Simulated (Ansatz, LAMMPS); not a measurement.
# Glassy 96B2O3-4CaO (mol %) (117 atoms) under strain: runs compared

How stiff is glassy 96B2O3-4CaO (mol %) (117 atoms), and how do its levels respond to strain?

Computed with Ansatz 0.2.0: Kohn-Sham DFT, PBE, PAW (set soft_2), plane waves.

## 1. The cell as built

The cell holds 117 atoms: 46 B, 1 Ca and 70 O. Cell: a = 11.112 Å, b = 11.112 Å, c = 11.112 Å, α = 90.0°, β = 90.0°, γ = 90.0°. 117 atoms (46 B, 1 Ca, 70 O) placed at random at 1.97 g/cm³, melted at 3000 K for 20 ps at fixed volume with the Buckingham and Coulomb pair potential of Guillot and Sator (Geochim. Cosmochim. Acta 71, 1249 (2007)) with the boron terms of Wang et al. (J. Non-Cryst. Solids 498, 294 (2018)). Quenched from 3000 K to 300 K at 10 K/ps and fixed volume, held 10 ps at zero pressure, then minimised at fixed cell.

What the set-up can't give: The quench rate of 10 K/ps far exceeds what a furnace or splat quench reaches, so expect more defects and frozen-in strain than in a real sample. The starting topology of bonds comes from the classical model, and needn't be the one that DFT or experiment would give. Sampling is at Γ alone.

## 2. The reference run

The reference is a single point at the end of the relaxation.

Every strained cell starts from the geometry of this run, and its atoms are relaxed with the cell held.

Its input, with most atom lines left out:

```yaml
crystal:
  lattice:
    - [10.91478, -0.30055, -0.11128]
    - [-0.30055, 11.1029, 0.1857]
    - [-0.11128, 0.1857, 11.40278]
  atoms:
    - { symbol: B, position: [0.85343, 0.90362, 0.77831] }
    - { symbol: B, position: [0.6807, 0.3022, 0.40161] }
    - { symbol: B, position: [0.10014, 0.65941, 0.99811] }
    - { symbol: B, position: [0.42888, 0.79029, 0.31346] }
    - { symbol: B, position: [0.12074, 0.28304, 0.27772] }
    - { symbol: B, position: [0.62905, 0.56274, 0.1878] }
    - { symbol: B, position: [0.45014, 0.24207, 0.90037] }
    [... atom lines 8 to 117 left out ...]
kpoints:
  mp_grid: { grid: [1, 1, 1] }
hamiltonian:
  xc: pbe
scf:
  occupations: { method: fixed }
output:
  forces: true
  stress: true
  populations: intrinsic
  dos:
    method: { smearing: { sigma: 0.1 } }
    de: 0.1
    projected: { site_lists: { B: [B], Ca: [Ca], O: [O] } }
  eigenvalues: true
  write_density: true
  write_potential: true
  volumetric_format: npy
  elf: true
```

| Property | Result |
| --- | --- |
| free energy per atom | -417.1664 eV/atom |
| r.m.s. force component | 0.00325 eV/Å |
| pressure | 0.003234 GPa |

Filled and empty levels are parted by 4.88 eV (at Γ alone); a semilocal functional tends to put such gaps too low. In a disordered cell it changes from sample to sample, and tail or defect levels can set it.

## 3. The runs

Each row is one run, on 4 threads of Intel Xeon 6975P-C (Granite Rapids), shared host. The free energy is the program's total, comparable only between runs with the same functional, potentials and atoms.

```tsv
run	atoms	outcome	ionic steps, all passes	free energy (eV)	time	host memory (GiB)
Single point at the start	117	converged	-	-48797.702	5.3 s	1.7
Cell and atoms relaxed	117	converged	38	-48808.466	3.6 min	1.7
Single point at the relaxed geometry	117	converged	-	-48808.466	11 s	1.9
Volume -3 %	117	converged	11	-48808.348	84 s	1.9
Volume +3 %	117	converged	11	-48808.420	89 s	1.9
Volume -6 %	117	converged	14	-48808.034	1.7 min	1.8
Volume +6 %	117	converged	49	-48809.101	6.5 min	2.0
Volume -10 %	117	converged	15	-48807.180	1.8 min	1.8
Stretched by 1 % along x	117	converged	7	-48808.444	51 s	1.9
Compressed by 1 % along x	117	converged	8	-48808.435	56 s	1.9
Sheared by 2 % in xy	117	converged	7	-48808.440	52 s	1.9
```

In some runs the program notes that the exchange-correlation potential is rough where the density is thin and the SCF threshold is loose for the stress.

## 4. Pressure against volume

Atoms are relaxed at each volume, in the scaled cell.

```tsv
volume change (%)	volume (Å³/atom)	energy change (meV/atom)	pressure (GPa)	largest move on relaxing (Å)	bonds	gap (eV)
-10	10.618	10.99	3.34	0.56	148	5.04
-6	11.090	3.69	1.68	0.44	146	4.97
-3	11.444	1.01	0.88	0.24	146	4.96
+0	11.798	0.00	0.00	-	146	4.88
+3	12.152	0.39	-0.50	0.44	146	4.77
+6	12.505	-5.43	-1.41	1.16	147	5.45
```

## 5. Uniaxial strain and shear

Stress (GPa, compression positive) less that of the relaxed cell, atoms relaxed:

```tsv
strain	xx	yy	zz	xy	energy change (meV/atom)
stretched by 1 % along x	-0.493	-0.102	-0.117	-0.040	0.18
compressed by 1 % along x	0.581	0.151	0.199	0.018	0.26
sheared by 2 % in xy	-0.018	0.020	0.015	-0.320	0.22
```

## 6. Outcome

The bulk modulus, from the slope of pressure against ln V over the three points nearest the relaxed volume, is 23.0 GPa; between neighbouring points the slope runs 38, 25, 29, 17 and 32 GPa from the smallest volume up, without a steady fall, so no pressure derivative is given. The count of bonds runs from 146 to 148 over the series, so at some points contacts cross the cutoffs. At -10 % and +6 % some atom moved by over 0.5 Å on relaxing, so those points may sit in another local minimum. At +6 % the energy lies below that of a less strained cell, so the structure found a lower minimum there. The gap goes from 5.04 eV at the smallest volume to 5.45 eV at the largest, not monotonically (lowest 4.77, highest 5.45 eV), on the run's k-points. In the Cartesian axes of the cell, finite differences give C11 = 53.7, C12 = 12.7, C13 = 15.8 and C66 = 16.0 GPa (the shear of 2 % is the engineering strain, εxy = 0.01). The mean of C11, C12 and C13, which equals the bulk modulus in a cubic or isotropic solid, is 27.4 GPa: it lies 19 % over the bulk modulus from the volumes. For an isotropic solid C66 would equal (C11 − C12)/2 = 20.5 GPa; so small a sample needn't be isotropic, and C66 rests on one shear. With the bulk modulus and C66 as K and G, Young's modulus would be about 39 GPa and Poisson's ratio 0.22.

**Limits.** Strains are finite and relaxations stop at the force tolerance of the input, which can leave moduli too stiff; they are those of a static cell at zero temperature. Volumes are changed with the cell's shape held, so in an anisotropic solid the modulus lies over the one under free hydrostatic load. The program notes that the SCF threshold of the relaxations is loose for the stress.

The DFT runs together took 19 min of wall time.

[Logs are printed without paths, hosts, clocks, repeated set-up lines and the standing remarks that a program may print on its own settings, such as how far it seeks lower states.]

[Hosts, paths, dates, database ids (printed as entryN), source tags and the programs' standing remarks are cut or masked in the printed files.]
